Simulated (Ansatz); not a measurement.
**Resistivity from frozen vibrations: Zr(0001) with 2 thermally displaced layers, 2x2**

How much do lattice vibrations at 180 K scatter the electrons of Zr? Layers with random displacements are laid between perfect leads, and the resistance is followed against their length.

Method: Ansatz plane-wave DFT, PBE, PAW files; ballistic transport by layer matching (Landauer), zero bias; PAW set soft_1, in Ansatz 0.2.0.

## 1. Starting point

The cell holds 48 atoms: 48 Zr. Its edges and angles: a = 6.464 Å, b = 6.464 Å, c = 30.882 Å, α = 90.0°, β = 90.0°, γ = 120.0°. It derives from Zr. Regions: lead, 40 atoms (40 Zr); scattering region, 8 atoms (8 Zr). The structure is stacked along c, and the current runs across the ab planes.

## 2. With 2 displaced layers

Each atom of 2 layers is moved at random, by amounts drawn from a normal law 0.0603 Å wide in each direction from the Debye model (291 K) at 180 K. The layers about the cell's end stay perfect and serve as the lead. Disorder leaves little or no symmetry, which makes such runs dear. Energies from -0.05 to 0.05 eV in steps of 0.05 eV are too few for the program's thermal sum, so it prints no conductance; for a metal the transmission near the Fermi level serves, at a fraction of the cost.

File input.yaml:

```yaml
crystal:
  lattice:
    - [6.464, 0.0, 0.0]
    - [-3.232, 5.5979882101, 0.0]
    - [0.0, 0.0, 30.882]
  atoms:
    - { symbol: Zr, position: [0.1666666667, 0.3333333333, 0.0416666667] }
    - { symbol: Zr, position: [0.1666666667, 0.8333333333, 0.0416666667] }
    - { symbol: Zr, position: [0.6666666667, 0.3333333333, 0.0416666667] }
    - { symbol: Zr, position: [0.6666666667, 0.8333333333, 0.0416666667] }
    - { symbol: Zr, position: [0.3333333333, 0.1666666667, 0.125] }
    - { symbol: Zr, position: [0.3333333333, 0.6666666667, 0.125] }
    - { symbol: Zr, position: [0.8333333333, 0.1666666667, 0.125] }
    - { symbol: Zr, position: [0.8333333333, 0.6666666667, 0.125] }
    - { symbol: Zr, position: [0.1666666667, 0.3333333333, 0.2083333333] }
    - { symbol: Zr, position: [0.1666666667, 0.8333333333, 0.2083333333] }
    - { symbol: Zr, position: [0.6666666667, 0.3333333333, 0.2083333333] }
    - { symbol: Zr, position: [0.6666666667, 0.8333333333, 0.2083333333] }
    - { symbol: Zr, position: [0.3333333333, 0.1666666667, 0.2916666667] }
    - { symbol: Zr, position: [0.3333333333, 0.6666666667, 0.2916666667] }
    - { symbol: Zr, position: [0.8333333333, 0.1666666667, 0.2916666667] }
    - { symbol: Zr, position: [0.8333333333, 0.6666666667, 0.2916666667] }
    - { symbol: Zr, position: [0.1666666667, 0.3333333333, 0.375] }
    - { symbol: Zr, position: [0.1666666667, 0.8333333333, 0.375] }
    - { symbol: Zr, position: [0.6666666667, 0.3333333333, 0.375] }
    - { symbol: Zr, position: [0.6666666667, 0.8333333333, 0.375] }
    - { symbol: Zr, position: [0.3337943936, 0.1652446763, 0.4595829335] }
    - { symbol: Zr, position: [0.3314282107, 0.6609006664, 0.4590388819] }
    - { symbol: Zr, position: [0.8505864428, 0.1768611437, 0.4569601969] }
    - { symbol: Zr, position: [0.8181825961, 0.6599576762, 0.4584139691] }
    - { symbol: Zr, position: [0.1438152129, 0.3309782373, 0.5392356306] }
    - { symbol: Zr, position: [0.1569112503, 0.8274748736, 0.5410494981] }
    - { symbol: Zr, position: [0.6761147417, 0.3445550546, 0.5414158683] }
    - { symbol: Zr, position: [0.6758247089, 0.8261731094, 0.5423525372] }
    - { symbol: Zr, position: [0.3333333333, 0.1666666667, 0.625] }
    - { symbol: Zr, position: [0.3333333333, 0.6666666667, 0.625] }
    - { symbol: Zr, position: [0.8333333333, 0.1666666667, 0.625] }
    - { symbol: Zr, position: [0.8333333333, 0.6666666667, 0.625] }
    - { symbol: Zr, position: [0.1666666667, 0.3333333333, 0.7083333333] }
    - { symbol: Zr, position: [0.1666666667, 0.8333333333, 0.7083333333] }
    - { symbol: Zr, position: [0.6666666667, 0.3333333333, 0.7083333333] }
    - { symbol: Zr, position: [0.6666666667, 0.8333333333, 0.7083333333] }
    - { symbol: Zr, position: [0.3333333333, 0.1666666667, 0.7916666667] }
    - { symbol: Zr, position: [0.3333333333, 0.6666666667, 0.7916666667] }
    - { symbol: Zr, position: [0.8333333333, 0.1666666667, 0.7916666667] }
    - { symbol: Zr, position: [0.8333333333, 0.6666666667, 0.7916666667] }
    - { symbol: Zr, position: [0.1666666667, 0.3333333333, 0.875] }
    - { symbol: Zr, position: [0.1666666667, 0.8333333333, 0.875] }
    - { symbol: Zr, position: [0.6666666667, 0.3333333333, 0.875] }
    - { symbol: Zr, position: [0.6666666667, 0.8333333333, 0.875] }
    - { symbol: Zr, position: [0.3333333333, 0.1666666667, 0.9583333333] }
    - { symbol: Zr, position: [0.3333333333, 0.6666666667, 0.9583333333] }
    - { symbol: Zr, position: [0.8333333333, 0.1666666667, 0.9583333333] }
    - { symbol: Zr, position: [0.8333333333, 0.6666666667, 0.9583333333] }
kpoints:
  mp_grid: { grid: [4, 4, 1] }
hamiltonian:
  xc: pbe
  pseudopotentials: { kind: paw, azcp: { folder: soft_1 } }
scf:
  occupations: { method: fermi_dirac, width: 0.1 }
output:
  transmission: { leads: [[0, 8]], kmesh: [8, 8], e_range: [-0.05, 0.05], de: 0.05 }
  write_potential: true
  write_density: true
  volumetric_format: npy
  elf: true
```

Launch:

```sh
$ ansatz run input.yaml --threads 4 --pin off --max-ram 15360MiB --backend cpu --events-out ev --progress --plain --runs-dir out
```

Numbers of over 12 decimals in the logs are rounded to 6 here.

The program printed:

```text
Engine: ansatz 0.2.0, x86_64-unknown-linux-gnu
Pseudopotentials: kind: paw
Pseudopotential: Zr, paw, valence charge 12, recommended cutoff 420 eV (normal), soft_1/Zr.paw.azcp
Functional definition: PBE
  parameter kappa = 0.804
  parameter beta = 0.066725
  exchange = pbe_x(kappa = kappa, mu = beta*pi^2/3)
  correlation = pbe_c(beta = beta)
Crystal: 48 atoms, lattice volume = 1117.477 Å³
Basis set: ecut = 420 eV, 21835 PW (Γ)
Bands: 346, of which v1, the nominal top of the filled ones, is band 288 counted from 1 (287 counted from 0)
Symmetry: 1 space group operations
Space group: P1 (ITA 1), of the structure as read, at distance tolerance 1.0e-4 Å
k-points: 10 of 16 (time reversal used)
Non-local potential: Zr, projectors of the file, l = 0: 3, l = 1: 2, l = 2: 2, l = 3: 1
PAW form: soft (Blöchl's): semilocal exchange-correlation on the pseudo side does not see the compensation charge
PAW one-centre angular grid: Zr, 590 points (default); XC on 64 Gauss nodes
Initial density: superposition of atomic densities (chi_scale 0.1, normalization cell)
Initial wavefunctions: pseudopotential atomic-orbital guess
Functional: x = pbe(κ = 0.804, μ = 0.219515), c = pbe(β = 0.066725)
SCF iter   1: F=—  HF=-200829.968962 eV  |F-HF|=—  |Δ(HF+E_count)|=         —  Δρ=2.88e-2  dr2=1.32e1  ethr=3.10e-3  ⟨swp⟩=5.2  Hψ=13120  notcnv=0
preconditioner: auto → Kerker (q_TF=auto, 2.443 Å⁻¹)  [metal: Δε(μ)=0.004 eV  Ē_g=2.596 eV  σ=0.100 eV  W_gap=0.01  n_scr=294 (ndim 8)  ℏωp=15.4 eV  f_vac=0.000  D(μ)=44.89/eV (n_scr^D=380)]
SCF iter   2: F=—  HF=-200827.110200 eV  |F-HF|=—  |Δ(HF+E_count)|=    2.86e0  Δρ=1.76e-2  dr2=4.36e0  ethr=2.29e-3  ⟨swp⟩=2.0  Hψ=4195  notcnv=0
SCF iter   3: F=—  HF=-200825.860504 eV  |F-HF|=—  |Δ(HF+E_count)|=    1.25e0  Δρ=2.90e-3  dr2=1.74e-1  ethr=7.56e-4  ⟨swp⟩=3.0  Hψ=6803  notcnv=0
SCF iter   4: F=—  HF=-200825.854473 eV  |F-HF|=—  |Δ(HF+E_count)|=   6.03e-3  Δρ=8.55e-4  dr2=2.36e-2  ethr=3.01e-5  ⟨swp⟩=2.0  Hψ=4275  notcnv=0
SCF iter   5: F=—  HF=-200825.853348 eV  |F-HF|=—  |Δ(HF+E_count)|=   1.13e-3  Δρ=2.43e-4  dr2=1.23e-3  ethr=4.09e-6  ⟨swp⟩=2.0  Hψ=4326  notcnv=0
SCF iter   6: F=—  HF=-200825.853334 eV  |F-HF|=—  |Δ(HF+E_count)|=   1.37e-5  Δρ=8.28e-5  dr2=3.50e-4  ethr=2.14e-7  ⟨swp⟩=2.9  Hψ=7363  notcnv=0
SCF iter   7: F=—  HF=-200825.853317 eV  |F-HF|=—  |Δ(HF+E_count)|=   1.72e-5  Δρ=1.81e-5  dr2=8.49e-6  ethr=6.08e-8  ⟨swp⟩=2.1  Hψ=3826  notcnv=0
SCF iter   8: F=—  HF=-200825.853436 eV  |F-HF|=—  |Δ(HF+E_count)|=   1.20e-4  Δρ=7.29e-6  dr2=2.13e-6  ethr=1.47e-9  ⟨swp⟩=2.2  Hψ=5810  notcnv=0
SCF iter   9: F=-200825.853436 eV  HF=-200825.853436 eV  |F-HF|=2.57e-8  |Δ(HF+E_count)|=   1.04e-7  Δρ=2.13e-6  dr2=6.93e-8  ethr=1.74e-11  ⟨swp⟩=8.6  Hψ=11464  notcnv=0
SCF 1 converged in 9 iterations: F = -200825.853436 eV  dr2 = 6.93e-8
  greatest PAW one-centre occupation: 0.997 electrons in one spin orbital (limit 2), on the Zr atom at site 24 (counted from 0), in its partial waves of l = 0
transmission: 168 of 1666 steps passed
transmission: 342 of 1666 steps passed
[...]
transmission: 1666 of 1666 steps passed
SCF converged after 9 iterations
Free energy (F): -200825.853436 eV
Harris-Foulkes:  -200825.853436 eV  (|F-HF|=2.57e-8)
Internal energy: -200824.108034 eV  (E = F + TS)
E sigma→0 (E₀):  -200824.980735 eV
Entropy (-TS):   -1.745402 eV (-36.363 meV/atom)
Fermi energy:    13.958965 eV
--- Per-component energies (eV) ---
  E_band       = -4664.211921
  E_kinetic    = 15152.204890
  E_local      = -29026.519320  (includes V_loc(G=0)·N_el)
  E_nonlocal   = 3603.980632
  E_hartree    = 9446.754039
  E_xc         = -7417.322550
  E_vxc        = -8763.965037  (∫ρ·V_xc dr)
  E_paw        = -142266.464738  (= ΣΔE_a)
  E_vpaw       = -4523.408842  (= ΣTr[D̂ρ^β])
  E_aug_tail   = -0.001205  (compensation charges beyond the density's cutoff)
  E_ewald      = -50316.739782
  E_smearing   = -1.745402  (= −TS)
  E_closure    = 0.000000  (closes the sum)
  Σ components = -200825.853436   (vs F -200825.853436, Δ=0.00e0)
--- Band table (eV; the first three rows and the last of 10) ---
  k-point 0: bands = [... 284 lower, 14.5170, 14.6268, 14.6330, 14.6393, 14.6433, 14.6862, 14.6879, 14.6945, ... 54 higher]
  k-point 1: bands = [... 284 lower, 14.1343, 14.1397, 14.1633, 14.1736, 14.1864, 14.1991, 14.2021, 14.3082, ... 54 higher]
  k-point 2: bands = [... 284 lower, 13.6013, 13.6064, 13.6452, 13.6558, 13.8763, 13.8846, 13.9039, 13.9097, ... 54 higher]
  k-point 9: bands = [... 284 lower, 13.6007, 13.6113, 13.6342, 13.6482, 13.8846, 13.8964, 13.9068, 13.9151, ... 54 higher]
--- Transmission ---
  basis      : 313 plane waves across, 49 finite elements along
  points     : 34, standing for a mesh of 8 x 8
  energies   : 3 from -0.050000 to 0.050000 eV about the Fermi level, 0.050000 eV apart; the leads are filled to 0.000000 eV, and channels, transmission and decay are at 0.000000 eV
  crystal 0  : Zr8, at the sites [0, 8], period 5.1470 Å, over 25.74 Å; its Hamiltonian steps by up to 6.1 meV
    offset         : up to 0.0000 Å between an atom of the period and one for which it stands
    channels       : 2.625000e0 a spin
    conductance    : none, the energies end too early or step too widely for 300 K: set another output.transmission.e_range or a lower de, or, where they end at an eighth of basis.ecutwfc, a higher one
    slowest decay  : 0.0513 /Å at (0.0000, 0.0000)
  junction   : crystal 0 to crystal 0, 0.70 to 26.43 Å
    transmission   : 2.404825e0 a spin
    conductance    : none, the energies end too early or step too widely for 300 K: set another output.transmission.e_range or a lower de, or, where they end at an eighth of basis.ecutwfc, a higher one
```

Wall time 10 min (4 threads of Intel Xeon Platinum 8488C (Sapphire Rapids), shared host); peak memory 7.3 GiB.

Numbers from this step:

```
free energy                                    : -200825.8534 eV
energy at zero smearing                        : -200824.9807 eV
Fermi energy                                   : 13.96 eV
cell area                                      : 36.19 Å²
transmission per spin nearest the Fermi level  : 2.405
open channels per spin nearest the Fermi level : 2.625
step of the lead's potential                   : 6.1 meV
```

Per spin. The transmission, zone mean by energy, zero at the Fermi level:

| energy (eV) | transmission, zone mean |
| --- | --- |
| -0.0500 | 2.67 |
| 0.0000 | 2.40 |
| 0.0500 | 2.51 |

Per spin. Open channels, zone mean, lead against energy, zero at the Fermi level:

| energy (eV) | open channels, zone mean, lead |
| --- | --- |
| -0.0500 | 2.81 |
| 0.0000 | 2.62 |
| 0.0500 | 2.84 |

Transmission over k1 and k2. At 0.0000 eV from the Fermi level.

Ten even steps from '0' (0.00) to '9' (3.85):
```
59999434
49555942
39544594
99540459
34954459
42495559
54349999
95449445
```
Columns: k1 (b1) from -0.5 to 0.375; rows upwards: k2 (b2) from -0.5 to 0.375.

Open channels over k1 and k2. At 0.0000 eV from the Fermi level.

Ten even steps from '_' (0.00) to '@' (4.00):
```
++@@@@@@@@++++++
++@@++++++@@++++
++@@++++++++@@++
@@@@++++__++++@@
++++@@++++++++@@
++++++@@++++++@@
++++++++@@@@@@@@
@@++++++@@++++++
```
Columns: k1 (b1) from -0.5 to 0.375; rows upwards: k2 (b2) from -0.5 to 0.375.

Electrostatic potential energy in the ca plane at fractional y = 0.165, with atoms of Zr within 0.2 Å of it. With pseudopotentials it is smooth inside the atoms' cores, unlike the true potential.

Ten even steps from '0' (-45 eV) to '9' (16 eV), each cell a mean:
```
99854478999999998533589998899987445899999999
98510037999999986100279999999973002689999999
98400026999999985000169999999962000489999999
98510037999999996200379999999973001589999999
99753368999999998644689999999986335799999999
99987889998778999988999988889998878999887899
99999999997668999999999987789999999999876789
99999999998678999999999987789999999999876789
99876789998889999866799998899998767899988899
99731258999999998421379999999985213799999999
98510027999999996100158999999962001589999999
98400026999999996100158999999962000489999999
99631148999999997411379999999984113699999999
99875679999889999766789998899997657899988899
99999999998778999999999987789999999999877799
99999999997668999999999976689999999999866789
99988899998778999888899987789999888999877899
```
Columns run along c (16.0 Å, from fractional 0.24 to 0.76 of the cell; values clipped at the 3rd and 97th percentile), rows up along a (6.5 Å). Atoms in or near the plane, at fractional coordinates: Zr at (0.29, 0.33), Zr at (0.29, 0.83), Zr at (0.46, 0.33), Zr at (0.46, 0.85), Zr at (0.62, 0.33), Zr at (0.62, 0.83).

ELF in the ca plane at fractional y = 0.165, with atoms of Zr within 0.2 Å of it. It is the smooth field of the valence electrons, not physical close to the nuclei.

Values, 9 rows by 16 columns, each cell a mean:
```
0.28 0.62 0.40 0.35 0.34 0.29 0.61 0.50 0.30 0.28 0.32 0.49 0.56 0.30 0.33 0.35
0.40 0.56 0.56 0.52 0.63 0.41 0.60 0.59 0.47 0.62 0.46 0.60 0.59 0.40 0.63 0.52
0.25 0.50 0.31 0.28 0.26 0.26 0.41 0.32 0.29 0.26 0.28 0.38 0.44 0.26 0.26 0.28
0.32 0.23 0.33 0.23 0.36 0.27 0.27 0.31 0.23 0.29 0.25 0.30 0.26 0.28 0.36 0.23
0.25 0.37 0.27 0.24 0.23 0.25 0.32 0.30 0.25 0.21 0.25 0.30 0.33 0.25 0.23 0.24
0.37 0.60 0.53 0.50 0.56 0.38 0.61 0.60 0.40 0.55 0.38 0.59 0.61 0.39 0.56 0.49
0.33 0.65 0.48 0.42 0.44 0.33 0.60 0.57 0.37 0.47 0.34 0.56 0.61 0.35 0.44 0.42
0.27 0.27 0.26 0.22 0.28 0.27 0.26 0.27 0.24 0.25 0.25 0.25 0.26 0.25 0.28 0.23
0.30 0.22 0.29 0.22 0.31 0.26 0.24 0.27 0.23 0.37 0.25 0.25 0.25 0.26 0.31 0.22
```
Columns run along c (16.0 Å, from fractional 0.24 to 0.76 of the cell), rows up along a (6.5 Å). Atoms in or near the plane, at fractional coordinates: Zr at (0.29, 0.33), Zr at (0.29, 0.83), Zr at (0.46, 0.33), Zr at (0.46, 0.85), Zr at (0.62, 0.33), Zr at (0.62, 0.83).

Valence density in the ca plane at fractional y = 0.165, with atoms of Zr within 0.2 Å of it. It is the smooth field of the valence electrons, not physical close to the nuclei.

Ten even steps from '0' (0.1 e/Å³) to '9' (4.1 e/Å³), each cell a mean:
```
00013210000000000244100000000001231000000000
00169840000000001699510000000004896100000000
00389961000000002899710000000016998300000000
00269941000000001588400000000014996200000000
00024310000000000132100000000001342000000000
00000000000000000000000000000000000000000000
00000000000110000000000000000000000000011000
00000000000110000000000000000000000000001000
00001100000000000011000000000000110000000000
00136520000000000366300000000002563100000000
00279951000000001699720000000015997200000000
00289951000000001699720000000016998200000000
00147630000000000377410000000003674100000000
00012100000000000011000000000000121000000000
00000000000110000000000000000000000000001000
00000000000110000000000001100000000000011000
00000000000000000000000001100000000000000000
```
Columns run along c (16.0 Å, from fractional 0.24 to 0.76 of the cell), rows up along a (6.5 Å). Atoms in or near the plane, at fractional coordinates: Zr at (0.29, 0.33), Zr at (0.29, 0.83), Zr at (0.46, 0.33), Zr at (0.46, 0.85), Zr at (0.62, 0.33), Zr at (0.62, 0.83).

Over the solved energies the transmission per spin lies between 2.40 and 2.67, out of 2.76 channels of the lead on average (up to 2.84).

[end of part 1 of 2]

[Logs are printed without paths, hosts, clocks, repeated set-up lines and the standing remarks that a program may print on its own settings, such as how far it seeks lower states.]

[Hosts, paths, dates, database ids (printed as entryN), source tags and the programs' standing remarks are cut or masked in the printed files.]
